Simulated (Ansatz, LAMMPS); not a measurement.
# Relaxing poly(vinylidene fluoride) with Li+ BF4- (capped chains of 10 units), from a frame at 300 K (142 atoms)

Wanted: the relaxed structure of poly(vinylidene fluoride) with Li+ BF4- (capped chains of 10 units), from a frame at 300 K (142 atoms) and its electronic structure.

Method: Kohn-Sham DFT, LDA, PAW (set soft_2), plane waves, in Ansatz 0.2.0.

Most raw output is cut from this account.

## (1) Starting point

The cell holds 142 atoms: 44 C, 44 F, 52 H, 1 B and 1 Li. Its edges and angles: a = 11.217 Å, b = 11.217 Å, c = 11.217 Å, α = 90.0°, β = 90.0°, γ = 90.0°. 2 poly(vinylidene fluoride) chains of 10 units with methyl end groups, 1 Li+, 1 BF4- placed at random, at 1.69 g/cm³; overlaps pushed apart, then 20 ps at 800 K with stiff harmonic cages for PF6 and BF4 with UFF radii; Joung-Cheatham ions (J. Phys. Chem. B 112, 9020 (2008)); MMFF94 bonds, angles, torsions, charges and radii (Halgren, J. Comput. Chem. 17, 490 (1996)) in harmonic and 12-6 forms; charges of ions scaled by 0.8. Snapshot after 30 ps at 300 K and fixed volume.

Before any run, some limits are plain. The network of contacts between molecules at the start is that of the classical potential that made the cell. The functional has no dispersion term, which matters for the binding between molecules or layers, where LDA binds through overlap of densities alone. The density was typed from a rule of thumb and may lie off the real one at this temperature. Sampling is at Γ alone, for a cell whose shortest periodic width is 11 Å.

## (2) The classical run that made the cell

A classical potential makes the cell, at a small fraction of what the same run would cost in DFT.

This step: classical MD, stiff harmonic cages for PF6 and BF4 with UFF radii; Joung-Cheatham ions (J. Phys. Chem. B 112, 9020 (2008)); MMFF94 bonds, angles, torsions, charges and radii (Halgren, J. Comput. Chem. 17, 490 (1996)) in harmonic and 12-6 forms; charges of ions scaled by 0.8 (LAMMPS 22 Jul 2025 - Update 4).

Contents of in.lmp:

```
# poly(vinylidene fluoride) with Li+ BF4-
units real
atom_style full
boundary p p p
bond_style harmonic
angle_style harmonic
dihedral_style opls
improper_style harmonic
special_bonds lj 0 0 0.5 coul 0 0 0.75
read_data data.lmp
neigh_modify delay 0 every 1 check yes one 4000
comm_modify cutoff 12.0
timestep 0.5
thermo_style custom step time temp pe press density
thermo_modify norm yes
# push overlapping molecules apart
pair_style soft 2.6
pair_coeff * * 0.0
variable a equal ramp(1,60)
fix ad all adapt 1 pair soft a * * v_a
velocity all create 800 238564 mom yes dist gaussian
fix lim all nve/limit 0.03
fix lan all langevin 800 800 50 238565 zero yes
thermo 1000
run 3000 post no
unfix ad
pair_style lj/cut/coul/long 9.0
pair_modify mix arithmetic tail yes
pair_coeff 1 1 0.0678 3.3680   # C
pair_coeff 2 2 0.0801 2.5590   # F
pair_coeff 3 3 0.0216 2.5400   # H
pair_coeff 4 4 0.1800 3.6375   # B
pair_coeff 5 5 0.0500 2.9970   # F
pair_coeff 6 6 0.3367 1.4094   # Li
# [... 18 lines left out ...]
compute msd all msd com yes
thermo 7500
fix md all nvt temp 300 300 100
run 30000 post no
print "== T300: mean square displacement over the hold $(c_msd[4]:%.2f) A^2"
unfix md
uncompute msd
write_dump all custom T300.dump id type xs ys zs modify sort id
```

On the command line:

```console
$ lmp -in in.lmp -log none -nocite
```

Run time: 46 s. Hardware: 1 thread of Arm Neoverse V1, shared host; peak memory 0.12 GiB.

The input also reads data.lmp (atoms, bonds and types; not printed here).

## (3) Single point at the start

The forces at the start show how far the geometry lies from a minimum of this functional.

Contents of input.yaml:

```yaml
crystal:
  lattice:
    - [11.21675, 0.0, 0.0]
    - [0.0, 11.21675, 0.0]
    - [0.0, 0.0, 11.21675]
  atoms:
    - { symbol: C, position: [0.581, 0.66841, 0.66195] }
    - { symbol: C, position: [0.52775, 0.79006, 0.62722] }
    - { symbol: C, position: [0.39849, 0.81572, 0.65257] }
    - { symbol: F, position: [0.32904, 0.72277, 0.61582] }
    - { symbol: F, position: [0.37344, 0.91996, 0.59639] }
    - { symbol: C, position: [0.37624, 0.84436, 0.78737] }
    - { symbol: C, position: [0.25454, 0.8971, 0.81139] }
    - { symbol: F, position: [0.25344, 0.01544, 0.77807] }
    - { symbol: F, position: [0.23538, 0.89751, 0.93236] }
    - { symbol: C, position: [0.15801, 0.83227, 0.74865] }
    - { symbol: C, position: [0.03955, 0.88172, 0.78535] }
    - { symbol: F, position: [0.00988, 0.85776, 0.90288] }
    - { symbol: F, position: [0.95771, 0.8081, 0.72222] }
    - { symbol: C, position: [0.0133, 0.00916, 0.75731] }
    - { symbol: C, position: [0.88794, 0.04334, 0.73334] }
    - { symbol: F, position: [0.85491, 0.00219, 0.62271] }
    - { symbol: F, position: [0.81716, 0.98645, 0.81964] }
    - { symbol: C, position: [0.86286, 0.17505, 0.73873] }
    - { symbol: C, position: [0.93842, 0.25951, 0.66743] }
    - { symbol: F, position: [0.90464, 0.37263, 0.69288] }
    - { symbol: F, position: [0.05552, 0.25172, 0.7005] }
    - { symbol: C, position: [0.93175, 0.25529, 0.53539] }
    - { symbol: C, position: [0.8031, 0.25796, 0.4864] }
    - { symbol: F, position: [0.73768, 0.32098, 0.56359] }
    - { symbol: F, position: [0.75657, 0.14991, 0.49555] }
    - { symbol: C, position: [0.78431, 0.30638, 0.36106] }
    - { symbol: C, position: [0.84325, 0.22696, 0.26577] }
    - { symbol: F, position: [0.79606, 0.26595, 0.15902] }
    - { symbol: F, position: [0.8214, 0.11166, 0.28333] }
    - { symbol: C, position: [0.97029, 0.25264, 0.2411] }
    - { symbol: C, position: [0.01215, 0.18363, 0.13068] }
    - { symbol: F, position: [0.93228, 0.16927, 0.03979] }
    [... 104 atom lines left out ...]
    - { symbol: B, position: [0.00061, 0.60221, 0.4979] }
    - { symbol: F, position: [0.02781, 0.52503, 0.40509] }
    - { symbol: F, position: [0.96335, 0.72146, 0.48714] }
    - { symbol: F, position: [0.08401, 0.602, 0.59138] }
    - { symbol: F, position: [0.90138, 0.54711, 0.55628] }
    - { symbol: Li, position: [0.94319, 0.52168, 0.72462] }
kpoints:
  mp_grid: { grid: [1, 1, 1] }
hamiltonian:
  xc: lda
scf:
  occupations: { method: gaussian, width: 0.05 }
output:
  forces: true
  stress: true
  populations: intrinsic
  dos:
    method: { smearing: { sigma: 0.15 } }
    de: 0.1
    projected: { site_lists: { B: [B], C: [C], F: [F], H: [H], Li: [Li] } }
  eigenvalues: true
```

On the command line:

```console
$ ansatz run input.yaml --threads 4 --pin off --max-ram 8192MiB --backend cpu --events-out ev --progress --plain --runs-dir out
```

Wall time 28 s (4 threads of Arm Neoverse V1, shared host); peak memory 1.8 GiB.

Read from the output:

| Quantity | Value |
| --- | --- |
| free energy | -46770.5011 eV |
| free energy per atom | -329.3697 eV/atom |
| SCF cycles | 10 |
| pressure | 1.625 GPa |
| r.m.s. force component | 0.9237 eV/Å |
| longest force | 3.986 eV/Å |
| Fermi energy | 2.282 eV |
| gap (highest filled to lowest empty level) | 6.032 eV |

The r.m.s. force component of 0.92 eV/Å and the pressure of 1.6 GPa set the starting point.

Neighbours are counted within 1.34 Å (H-C), 1.85 Å (C-C), 1.62 Å (C-F), 1.72 Å (F-B), 2.27 Å (F-Li).

Length of the force by element and coordination:

| element | coordination | atoms | mean length of the force (eV/Å) | spread | least | most |
| --- | --- | --- | --- | --- | --- | --- |
| B | all | 1 | 2.54 | 0 | 2.54 | 2.54 |
| C | all | 44 | 1.99 | 0.898 | 0.714 | 3.99 |
| F | all | 44 | 1.19 | 0.581 | 0.391 | 3.20 |
| F | 1 | 40 | 1.21 | 0.599 | 0.391 | 3.20 |
| F | 2 | 4 | 0.977 | 0.273 | 0.634 | 1.39 |
| H | all | 52 | 0.977 | 0.615 | 0.294 | 3.25 |
| Li | all | 1 | 0.888 | 0 | 0.888 | 0.888 |

## (4) Relaxation

With the cell held, the atoms are moved downhill towards a nearby minimum.

input.yaml, the sections that differ from step 3:

```yaml
output:
  forces: true
relax:
  f_tol: 0.05
  max_steps: 200
# crystal, kpoints, hamiltonian, scf: as in step 3
```

The job ended after 3 min (4 threads; peak memory 1.7 GiB).

Relaxation path:

| step | energy less that of the first step (eV) | largest force component (eV/Å) |
| --- | --- | --- |
| 1 | 0.0000 | 3.7543 |
| 2 | -5.0663 | 1.4191 |
| 3 | -6.2296 | 1.0054 |
| 4 | -6.4944 | 0.5747 |
| 5 | -6.6626 | 0.4607 |
| 6 | -6.7446 | 0.3692 |
| 7 | -6.8012 | 0.4106 |
| 8 | -6.8480 | 0.3959 |
| 9 | -6.8912 | 0.3558 |
| 10 | -6.9175 | 0.3794 |
| 11 | -6.9441 | 0.3466 |
| 12 | -6.9670 | 0.3840 |
| 13 | -6.9796 | 0.2023 |
| 14 | -6.9871 | 0.0909 |
| 15 | -6.9909 | 0.0472 |
| 16 | -6.9927 | 0.0449 |

The atoms that moved most (Å):

| atom | dx | dy | dz | length |
| --- | --- | --- | --- | --- |
| F140 | -0.239 | -1.319 | 0.185 | 1.354 |
| F139 | 1.131 | -0.645 | 0.270 | 1.329 |
| H66 | 0.879 | 0.352 | -0.124 | 0.955 |
| H67 | 0.215 | -0.340 | 0.851 | 0.941 |
| H47 | 0.634 | -0.590 | 0.093 | 0.871 |
| F101 | 0.055 | -0.168 | 0.810 | 0.829 |
| H64 | -0.655 | 0.338 | -0.336 | 0.810 |
| F8 | 0.233 | -0.092 | -0.761 | 0.801 |

The relaxation changed the energy by -49.2 meV/atom, and atoms moved by 0.47 Å r.m.s., 1.4 Å at most.

## (5) Distances and neighbours after relaxation

Bonds before and after, by the cutoffs listed below:

| pair | bonds before | bonds after | mean before (Å) | mean after (Å) | spread before (Å) | spread after (Å) |
| --- | --- | --- | --- | --- | --- | --- |
| H-C | 52 | 52 | 1.093 | 1.102 | 0.031 | 0.002 |
| C-C | 42 | 42 | 1.516 | 1.505 | 0.026 | 0.006 |
| C-F | 40 | 40 | 1.360 | 1.370 | 0.026 | 0.012 |
| F-B | 4 | 4 | 1.408 | 1.398 | 0.016 | 0.025 |
| F-Li | 5 | 5 | 2.028 | 1.948 | 0.201 | 0.059 |

Density 1.69 g/cm³, 9.938 Å³ an atom.

Pair distribution functions g(r), in bins of 0.2 Å:

| r (Å) | total | H-H | H-C | H-F | H-B | H-Li | C-C |
| --- | --- | --- | --- | --- | --- | --- | --- |
| 1.00 | 0.14 | 0.00 | 0.64 | 0.00 | 0.00 | 0.00 | 0.00 |
| 1.20 | 2.15 | 0.00 | 9.50 | 0.00 | 0.00 | 0.00 | 0.00 |
| 1.40 | 1.44 | 0.00 | 0.00 | 0.00 | 0.00 | 0.00 | 1.60 |
| 1.60 | 0.86 | 0.00 | 0.00 | 0.00 | 0.00 | 0.00 | 9.00 |
| 1.80 | 0.58 | 4.21 | 0.00 | 0.00 | 0.00 | 0.00 | 0.00 |
| 2.00 | 0.12 | 0.10 | 0.17 | 0.06 | 0.00 | 0.00 | 0.00 |
| 2.20 | 1.71 | 0.17 | 4.80 | 1.20 | 0.00 | 0.00 | 0.00 |
| 2.40 | 1.38 | 1.00 | 0.00 | 2.02 | 0.00 | 0.00 | 0.00 |
| 2.60 | 1.52 | 1.85 | 0.38 | 2.94 | 1.56 | 0.00 | 3.55 |
| 2.80 | 1.12 | 0.59 | 2.03 | 1.13 | 0.00 | 0.00 | 0.00 |
| 3.00 | 0.89 | 0.60 | 0.77 | 0.77 | 2.40 | 0.00 | 0.31 |
| 3.20 | 0.96 | 0.95 | 0.36 | 1.86 | 0.00 | 1.07 | 0.68 |
| 3.40 | 0.82 | 0.83 | 1.13 | 0.73 | 0.97 | 3.63 | 0.15 |
| 3.60 | 0.71 | 0.67 | 0.63 | 0.66 | 2.45 | 0.82 | 0.09 |
| 3.80 | 0.86 | 1.80 | 0.70 | 0.69 | 0.00 | 0.00 | 0.74 |
| 4.00 | 0.84 | 0.63 | 0.85 | 0.98 | 1.31 | 0.00 | 0.70 |
| 4.20 | 0.95 | 0.90 | 0.96 | 0.85 | 0.64 | 1.27 | 0.63 |
| 4.40 | 0.92 | 0.88 | 0.84 | 0.88 | 1.10 | 2.23 | 0.87 |
| 4.60 | 1.06 | 0.76 | 1.17 | 1.07 | 0.49 | 2.06 | 1.43 |
| 4.80 | 1.08 | 1.29 | 0.97 | 1.12 | 0.46 | 1.93 | 1.05 |
| 5.00 | 1.03 | 0.97 | 1.09 | 1.08 | 1.73 | 0.43 | 0.94 |
| 5.20 | 1.03 | 0.97 | 0.95 | 1.06 | 0.40 | 2.40 | 1.29 |
| 5.40 | 1.06 | 1.03 | 0.96 | 0.92 | 1.11 | 1.10 | 1.33 |

Bonds by pair of elements; cutoffs follow the first minimum of g(r), held within bounds set by covalent radii, and pairs that aren't listed don't count as bonded:

| pair A-B | cutoff (Å) | bonds | mean length (Å) | spread (Å) | shortest (Å) | B about A | A about B |
| --- | --- | --- | --- | --- | --- | --- | --- |
| H-C | 1.34 | 52 | 1.10 | 0.002 | 1.10 | 1 | 1.18 |
| C-C | 1.85 | 42 | 1.50 | 0.006 | 1.49 | 1.91 | 1.91 |
| C-F | 1.62 | 40 | 1.37 | 0.012 | 1.35 | 0.909 | 0.909 |
| F-B | 1.72 | 4 | 1.40 | 0.025 | 1.37 | 0.091 | 4 |
| F-Li | 2.46 | 5 | 1.95 | 0.059 | 1.89 | 0.114 | 5 |

How many atoms have how many bonded neighbours:

| element | mean | 1 | 2 | 4 | 5 |
| --- | --- | --- | --- | --- | --- |
| B | 4 | 0 | 0 | 1 | 0 |
| C | 4 | 0 | 0 | 44 | 0 |
| F | 1.11 | 39 | 5 | 0 | 0 |
| H | 1 | 52 | 0 | 0 | 0 |
| Li | 5 | 0 | 0 | 0 | 1 |

Bond angles (no mean is given where the spread exceeds 20°):

| angle | count | mean (°) | spread (°) |
| --- | --- | --- | --- |
| C-C-H | 92 | 108 | 1.5 |
| C-C-F | 80 | 109 | 1.5 |
| C-C-C | 40 | 116 | 1.7 |
| H-C-H | 32 | 108 | 1.1 |
| F-C-F | 20 | 105 | 0.6 |

Bond length by coordination (bonds to H left out):

| element | coordination | atoms | mean bond length (Å) |
| --- | --- | --- | --- |
| F | 1 | 39 | 1.37 |
| F | 2 | 5 | 1.68 |

For some of the pairs, g(r) has its first main peak near 1.8 Å (H-H), 1.1 Å (H-C), 2.5 Å (H-F), 3.5 Å (H-Li) and 1.5 Å (C-C). Counting bonds as in the table, all B atoms have 4, all C atoms have 4, 89 % of F atoms have 1 and all H atoms have 1 bonded neighbour. The C-C-H angle averages 108° with a spread of 1.5°.

(Continued in part 2 of 2.)

[Logs are printed without paths, hosts, clocks, repeated set-up lines and the standing remarks that a program may print on its own settings, such as how far it seeks lower states.]

[Hosts, paths, dates, database ids (printed as entryN), source tags and the programs' standing remarks are cut or masked in the printed files.]

[The MMFF94 radii named for the starting cell were scaled by 0.96; in molecules described by MMFF94, hydrogen bound to N, O or S took a small fixed 12-6 site in their place.]
